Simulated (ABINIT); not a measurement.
## LiH (Fm-3m): G0W0 in ABINIT against the k mesh

Aim: move the k mesh of a G0W0 run on LiH (Fm-3m) over a wide range.

Calculated with ABINIT 10.8.3; PBE and many-body steps on it, plane waves.

The database entry behind the starting cell differs from later determinations by our own check (the deuteride, about 0.2 % short), so it need not match the best structure at ambient conditions.

### 1. Set-up

Symmetry: Fm-3m, No. 225, cubic system. The conventional cell has a = 4.074 Å, b = 4.074 Å, c = 4.074 Å, α = 90.00°, β = 90.00°, γ = 90.00°. Nearest to Li lie 6 H at 2.04 Å. Nearest to H lie 6 Li at 2.04 Å. Farther neighbours are not listed.

Coordinates:

```cif
data_structure
_symmetry_space_group_name_H-M 'Fm-3m'
_symmetry_Int_Tables_number 225
_cell_length_a 4.0735
_cell_length_b 4.0735
_cell_length_c 4.0735
_cell_angle_alpha 90.000
_cell_angle_beta 90.000
_cell_angle_gamma 90.000
_cell_volume 67.59
loop_
_atom_site_label
_atom_site_type_symbol
_atom_site_symmetry_multiplicity
_atom_site_Wyckoff_symbol
_atom_site_fract_x
_atom_site_fract_y
_atom_site_fract_z
_atom_site_occupancy
Li1 Li 4 a 0.00000 0.00000 0.00000 1
H1 H 4 b 0.50000 0.00000 0.00000 1
```

The cell and positions come from the Crystallography Open Database and are kept as given unless a step says otherwise.

### 2. Empty states on the mesh, 8×8×8 mesh, 316 bands

This step: ABINIT 10.8.3; DFT, PBE, plane waves, norm-conserving pseudopotentials.

The sums over transitions need many empty states on a uniform mesh; this step solves for them.

Contents of run.abi:

```
acell 3*1.0 Angstrom
rprim 
  -0.000000000000 2.036750000000 2.036750000000
  2.036750000000 -0.000000000000 2.036750000000
  2.036750000000 2.036750000000 -0.000000000000
ntypat 2
znucl 3 1
natom 2
typat 1 2
xred 
  0.000000000000 0.000000000000 0.000000000000
  0.500000000000 0.500000000000 0.500000000000
pp_dirpath "pseudos"
pseudos "Li.upf, H.upf"
ecut 33
ngkpt 8 8 8
nshiftk 1
shiftk 0 0 0
kptopt 1
chksymbreak 0
irdden 1
istwfk *1
nband 316
prtvol 0
optdriver 6
gwr_task "HDIAGO"
paral_kgb 0
occopt 1
indata_prefix "in"
outdata_prefix "out"
tmpdata_prefix "tmp"
```

Command:

```console
$ OMP_NUM_THREADS=1 mpirun -n 4 abinit run.abi > log
```

The log of the run:

```text
.Version 10.8.3 of ABINIT. v10.8.2 released Aug 2026.

 Symmetries : space group Fm -3 m (#225); Bravais cF (face-center cubic)
[... echo of the input left out ...]
== DATASET  1 ==================================================================
-   mpi_nproc: 4, omp_nthreads: 1 (-1 if OMP is not activated)

--- !DatasetInfo
iteration_state: {dtset: 1, }
dimensions: {natom: 2, nkpt: 29, mband: 316, nsppol: 1, nspinor: 1, nspden: 1, mpw: 1056, }
cutoff_energies: {ecut:  33.0, pawecutdg:  -1.0, }
[...]
Direct band gap semiconductor
 Fundamental gap:     3.022 (eV)
   VBM:    -0.348 (eV) at k: [ 5.0000E-01,  5.0000E-01,  0.0000E+00]
   CBM:     2.674 (eV) at k: [ 5.0000E-01,  5.0000E-01,  0.0000E+00]
 Direct gap:         3.022 (eV) at k: [ 5.0000E-01,  5.0000E-01,  0.0000E+00]

== END DATASET(S) ==============================================================
================================================================================

 -outvars: echo values of variables after computation  --------
           etotal      0.0000000000E+00
            nband         316
             nkpt          29
          spgroup         225
 [... the other variables as echoed above ...]

 Calculation completed.
```

Run time: 8.8 s. Hardware: 4 MPI ranks of AMD EPYC 7R43, shared host; peak memory 0.52 GiB.

This step gave:

- gap: 3.022 eV
- k of the valence top: 0.5, 0.5, 0
- k of the conduction bottom: 0.5, 0.5, 0
- least direct gap: 3.022 eV
- k points computed: 29
- lowest point of the top converged band, above the valence top: 385.4766 eV

On this mesh the gap is 3.022 eV.

The density comes from a self-consistent run that is not shown.

### 3. Empty states on the mesh, 4×4×4 mesh, 87 bands

run.abi: that of step 2 with these lines changed.

```diff
@@ -15,3 +15,3 @@
 ecut 33
-ngkpt 8 8 8
+ngkpt 4 4 4
 nshiftk 1
@@ -22,3 +22,3 @@
 istwfk *1
-nband 316
+nband 87
 prtvol 0
```

The log of the run:

```text
[banner, memory and clock lines left out]
.Version 10.8.3 of ABINIT. v10.8.2 released Aug 2026.

 Symmetries : space group Fm -3 m (#225); Bravais cF (face-center cubic)
[... echo of the input left out ...]
== DATASET  1 ==================================================================
-   mpi_nproc: 4, omp_nthreads: 1 (-1 if OMP is not activated)

--- !DatasetInfo
iteration_state: {dtset: 1, }
dimensions: {natom: 2, nkpt: 8, mband: 87, nsppol: 1, nspinor: 1, nspden: 1, mpw: 1056, }
cutoff_energies: {ecut:  33.0, pawecutdg:  -1.0, }
[...]
Integrated=    4.0000E+00

 === KS gaps after direct diagonalization ===
 Direct band gap semiconductor
 Fundamental gap:     3.022 (eV)
   VBM:    -0.348 (eV) at k: [ 5.0000E-01,  5.0000E-01,  0.0000E+00]
   CBM:     2.674 (eV) at k: [ 5.0000E-01,  5.0000E-01,  0.0000E+00]
 Direct gap:         3.022 (eV) at k: [ 5.0000E-01,  5.0000E-01,  0.0000E+00]

== END DATASET(S) ==============================================================

 -outvars: echo values of variables after computation  --------
           etotal      0.0000000000E+00
            nband          87
             nkpt           8
          spgroup         225
 [... the other variables as echoed above ...]

 Calculation completed.
```

Run time: 3.2 s. Hardware: 4 MPI ranks; peak memory 0.51 GiB; 12 s of CPU time.

This step gave:

| Item | Value |
| --- | --- |
| gap | 3.022 eV |
| k of the valence top | 0.5, 0.5, 0 |
| k of the conduction bottom | 0.5, 0.5, 0 |
| least direct gap | 3.022 eV |
| k points computed | 8 |
| lowest point of the top converged band, above the valence top | 148.5473 eV |

On this mesh the gap is 3.022 eV.

### 4. Empty states on the mesh, 6×6×6 mesh, 87 bands

run.abi: that of step 3 with these lines changed.

```diff
@@ -15,3 +15,3 @@
 ecut 33
-ngkpt 4 4 4
+ngkpt 6 6 6
 nshiftk 1
```

The log of the run:

```text
[banner, memory and clock lines left out]
.Version 10.8.3 of ABINIT. v10.8.2 released Aug 2026.

 Symmetries : space group Fm -3 m (#225); Bravais cF (face-center cubic)
[... echo of the input left out ...]
== DATASET  1 ==================================================================
-   mpi_nproc: 4, omp_nthreads: 1 (-1 if OMP is not activated)

--- !DatasetInfo
iteration_state: {dtset: 1, }
dimensions: {natom: 2, nkpt: 16, mband: 87, nsppol: 1, nspinor: 1, nspden: 1, mpw: 1056, }
cutoff_energies: {ecut:  33.0, pawecutdg:  -1.0, }
[...]
Integrated=    4.0000E+00

 === KS gaps after direct diagonalization ===
 Direct band gap semiconductor
 Fundamental gap:     3.022 (eV)
   VBM:    -0.348 (eV) at k: [ 5.0000E-01,  5.0000E-01,  0.0000E+00]
   CBM:     2.674 (eV) at k: [ 5.0000E-01,  5.0000E-01,  0.0000E+00]
 Direct gap:         3.022 (eV) at k: [ 5.0000E-01,  5.0000E-01,  0.0000E+00]

== END DATASET(S) ==============================================================

 -outvars: echo values of variables after computation  --------
           etotal      0.0000000000E+00
            nband          87
             nkpt          16
          spgroup         225
 [... the other variables as echoed above ...]

 Calculation completed.
```

It took 4.8 s on 4 MPI ranks; peak memory 0.52 GiB; 18 s of CPU time.

Numbers from this step:

| Property | Result |
| --- | --- |
| gap | 3.022 eV |
| k of the valence top | 0.5, 0.5, 0 |
| k of the conduction bottom | 0.5, 0.5, 0 |
| least direct gap | 3.022 eV |
| k points computed | 16 |
| lowest point of the top converged band, above the valence top | 148.4156 eV |

On this mesh the gap is 3.022 eV.

### 5. Empty states on the mesh, 10×10×10 mesh, 87 bands

run.abi: that of step 4 with these lines changed.

```diff
@@ -15,3 +15,3 @@
 ecut 33
-ngkpt 6 6 6
+ngkpt 10 10 10
 nshiftk 1
```

The log of the run:

```text
[banner, memory and clock lines left out]
.Version 10.8.3 of ABINIT. v10.8.2 released Aug 2026.

 Symmetries : space group Fm -3 m (#225); Bravais cF (face-center cubic)
[... echo of the input left out ...]
== DATASET  1 ==================================================================
-   mpi_nproc: 4, omp_nthreads: 1 (-1 if OMP is not activated)

--- !DatasetInfo
iteration_state: {dtset: 1, }
dimensions: {natom: 2, nkpt: 47, mband: 87, nsppol: 1, nspinor: 1, nspden: 1, mpw: 1056, }
cutoff_energies: {ecut:  33.0, pawecutdg:  -1.0, }
[...]
Integrated=    4.0000E+00

 === KS gaps after direct diagonalization ===
 Direct band gap semiconductor
 Fundamental gap:     3.022 (eV)
   VBM:    -0.348 (eV) at k: [ 5.0000E-01,  5.0000E-01,  0.0000E+00]
   CBM:     2.674 (eV) at k: [ 5.0000E-01,  5.0000E-01,  0.0000E+00]
 Direct gap:         3.022 (eV) at k: [ 5.0000E-01,  5.0000E-01,  0.0000E+00]

== END DATASET(S) ==============================================================

 -outvars: echo values of variables after computation  --------
           etotal      0.0000000000E+00
            nband          87
             nkpt          47
          spgroup         225
 [... the other variables as echoed above ...]

 Calculation completed.
```

The job ended after 11 s (4 MPI ranks; peak memory 0.52 GiB).

Numbers from this step:

| Property | Result |
| --- | --- |
| gap | 3.022 eV |
| k of the valence top | 0.5, 0.5, 0 |
| k of the conduction bottom | 0.5, 0.5, 0 |
| least direct gap | 3.022 eV |
| k points computed | 47 |
| lowest point of the top converged band, above the valence top | 147.4386 eV |

On this mesh the gap is 3.022 eV.

### 6. Empty states on the mesh, 12×12×12 mesh, 87 bands

run.abi: that of step 5 with these lines changed.

```diff
@@ -15,3 +15,3 @@
 ecut 33
-ngkpt 10 10 10
+ngkpt 12 12 12
 nshiftk 1
```

The log of the run:

```text
[banner, memory and clock lines left out]
.Version 10.8.3 of ABINIT. v10.8.2 released Aug 2026.

 Symmetries : space group Fm -3 m (#225); Bravais cF (face-center cubic)
[... echo of the input left out ...]
== DATASET  1 ==================================================================
-   mpi_nproc: 4, omp_nthreads: 1 (-1 if OMP is not activated)

--- !DatasetInfo
iteration_state: {dtset: 1, }
dimensions: {natom: 2, nkpt: 72, mband: 87, nsppol: 1, nspinor: 1, nspden: 1, mpw: 1056, }
cutoff_energies: {ecut:  33.0, pawecutdg:  -1.0, }
[...]
Integrated=    4.0000E+00

 === KS gaps after direct diagonalization ===
 Direct band gap semiconductor
 Fundamental gap:     3.022 (eV)
   VBM:    -0.348 (eV) at k: [ 5.0000E-01,  5.0000E-01,  0.0000E+00]
   CBM:     2.674 (eV) at k: [ 5.0000E-01,  5.0000E-01,  0.0000E+00]
 Direct gap:         3.022 (eV) at k: [ 5.0000E-01,  5.0000E-01,  0.0000E+00]

== END DATASET(S) ==============================================================

 -outvars: echo values of variables after computation  --------
           etotal      0.0000000000E+00
            nband          87
             nkpt          72
          spgroup         225
 [... the other variables as echoed above ...]

 Calculation completed.
```

Elapsed: 16 s, on 4 MPI ranks; peak memory 0.51 GiB; 62 s of CPU time.

This step gave:

```
gap                                                           : 3.022 eV
k of the valence top                                          : 0.5, 0.5, 0
k of the conduction bottom                                    : 0.5, 0.5, 0
least direct gap                                              : 3.022 eV
k points computed                                             : 72
lowest point of the top converged band, above the valence top : 146.9340 eV
```

On this mesh the gap is 3.022 eV.

### 7. Screening, 4×4×4 mesh, 79 bands, screening to 261.2 eV

The RPA dielectric matrix is built and inverted for each q.

This step: RPA screening on PBE, plane waves, norm-conserving pseudopotentials.

run.abi: that of step 6 with these lines changed.

```diff
@@ -15,3 +15,3 @@
 ecut 33
-ngkpt 12 12 12
+ngkpt 4 4 4
 nshiftk 1
@@ -20,10 +20,11 @@
 chksymbreak 0
-irdden 1
 istwfk *1
-nband 87
-prtvol 0
-optdriver 6
-gwr_task "HDIAGO"
-paral_kgb 0
 occopt 1
+irdwfk 1
+optdriver 3
+nband 79
+ecuteps 9.6
+inclvkb 2
+awtr 1
+symchi 1
 indata_prefix "in"
```

The log of the run:

```text
.Version 10.8.3 of ABINIT. v10.8.2 released Aug 2026.

 Symmetries : space group Fm -3 m (#225); Bravais cF (face-center cubic)
[... echo of the input left out ...]
== DATASET  1 ==================================================================
-   mpi_nproc: 4, omp_nthreads: 1 (-1 if OMP is not activated)

--- !DatasetInfo
iteration_state: {dtset: 1, }
dimensions: {natom: 2, nkpt: 8, mband: 79, nsppol: 1, nspinor: 1, nspden: 1, mpw: 1056, }
cutoff_energies: {ecut:  33.0, pawecutdg:  -1.0, }
electrons: {nelect:   4.00000000E+00, charge:   0.00000000E+00, occopt:   1.00000000E+00, tsmear:   1.00000000E-02, }

 SCREENING: Calculation of the susceptibility and dielectric matrices

 Based on a program developped by R.W. Godby, V. Olevano, G. Onida, and L. Reining.
 Incorporated in ABINIT by V. Olevano, G.-M. Rignanese, and M. Torrent.
.Using double precision arithmetic ; gwpc =  8

[... cell and pseudopotentials left out ...]
--------------------------------------------------------------------------------

 ==== K-mesh for the wavefunctions ====
 Number of points in the irreducible wedge :     8
[... list of points left out ...]
 Together with 48 symmetry operations and time-reversal symmetry
 yields    64 points in the full Brillouin Zone.

 ==== Q-mesh for the screening function ====
 Number of points in the irreducible wedge :     8
[... list of points left out ...]
 Together with 48 symmetry operations and time-reversal symmetry
 yields    64 points in the full Brillouin Zone.

 setmesh: FFT mesh size selected  =    24x   24x   24
          total number of points  =        13824

 vcoul_init : cutoff-mode = AUXILIARY_FUNCTION
 q-points for optical limit:   1
     1)      0.000010    0.000020    0.000030

- screening: taking advantage of time-reversal symmetry
- Maximum band index for partially occupied states nbvw = 2
- Remaining bands to be divided among processors   nbcw = 77
- Number of bands treated by each node ~19

 Number of electrons calculated from density =    4.0000; Expected =    4.0000
 average of density, n =  0.035077
 r_s =    1.8951
 omega_plasma =   18.0662 [eV]

 calculating chi0 at frequencies [eV] :
  1    0.000000E+00    0.000000E+00
  2    0.000000E+00    1.806615E+01

--------------------------------------------------------------------------------
  q-point number  1        q = ( 0.000000, 0.000000, 0.000000) [r.l.u.]
--------------------------------------------------------------------------------
[... chi0 elements left out ...]
 For q-point:  0.000010 0.000020 0.000030
  dielectric constant =   5.0939
  dielectric constant without local fields =   5.5698

  Average fulfillment of the sum rule on Im[epsilon] for q-point    1 :     89.95  [%]
[... wings left out ...]
  q-point number  2        q = ( 0.250000, 0.000000, 0.000000) [r.l.u.]
--------------------------------------------------------------------------------
[... chi0 elements left out ...]
  Average fulfillment of the sum rule on Im[epsilon] for q-point    2 :     96.88  [%]

 [... 6 further q-points ...]
```

Elapsed: 3.5 s, on 4 MPI ranks; peak memory 0.45 GiB; 13 s of CPU time.

This step gave:

```yaml
eps_infinity_with_local_fields_on_this_mesh_along_the_program_s_q_direction: 5.094
the_same_without_local_fields: 5.570
plasma_frequency: 18.07 eV
plane_waves_in_the_screening_matrix: 169
```

Local fields lower ε∞ by 9 %. On a Γ-centred mesh this coarse the value itself is usually too large, while a short band sum pulls it down.

[end of part 1 of 3]

[Paths, hosts, dates, memory and timing lines, banners, echoed tables and standing remarks are left out of the program output.]

[Logs are printed without paths, hosts, clocks, repeated set-up lines and the standing remarks that a program may print on its own settings, such as how far it seeks lower states.]

[Runs of the session that timed out or met a known fault of the program may be left out.]

[No measured gap is set beside runs whose start may be inverted or whose files or cutoffs have a known fault.]

[Hosts, paths, dates, database ids (printed as entryN), source tags and the programs' standing remarks are cut or masked in the printed files.]

[G0W0 gaps are taken among the corrected bands and points alone; a level outside them can change the order at an edge.]

[Where Ansatz stands beside ABINIT at settings called matched, ABINIT's density can come from a denser mesh and the files from another edition; pairs whose starting gaps differed by over 0.03 eV were left out, so agreement reads better than it is.]
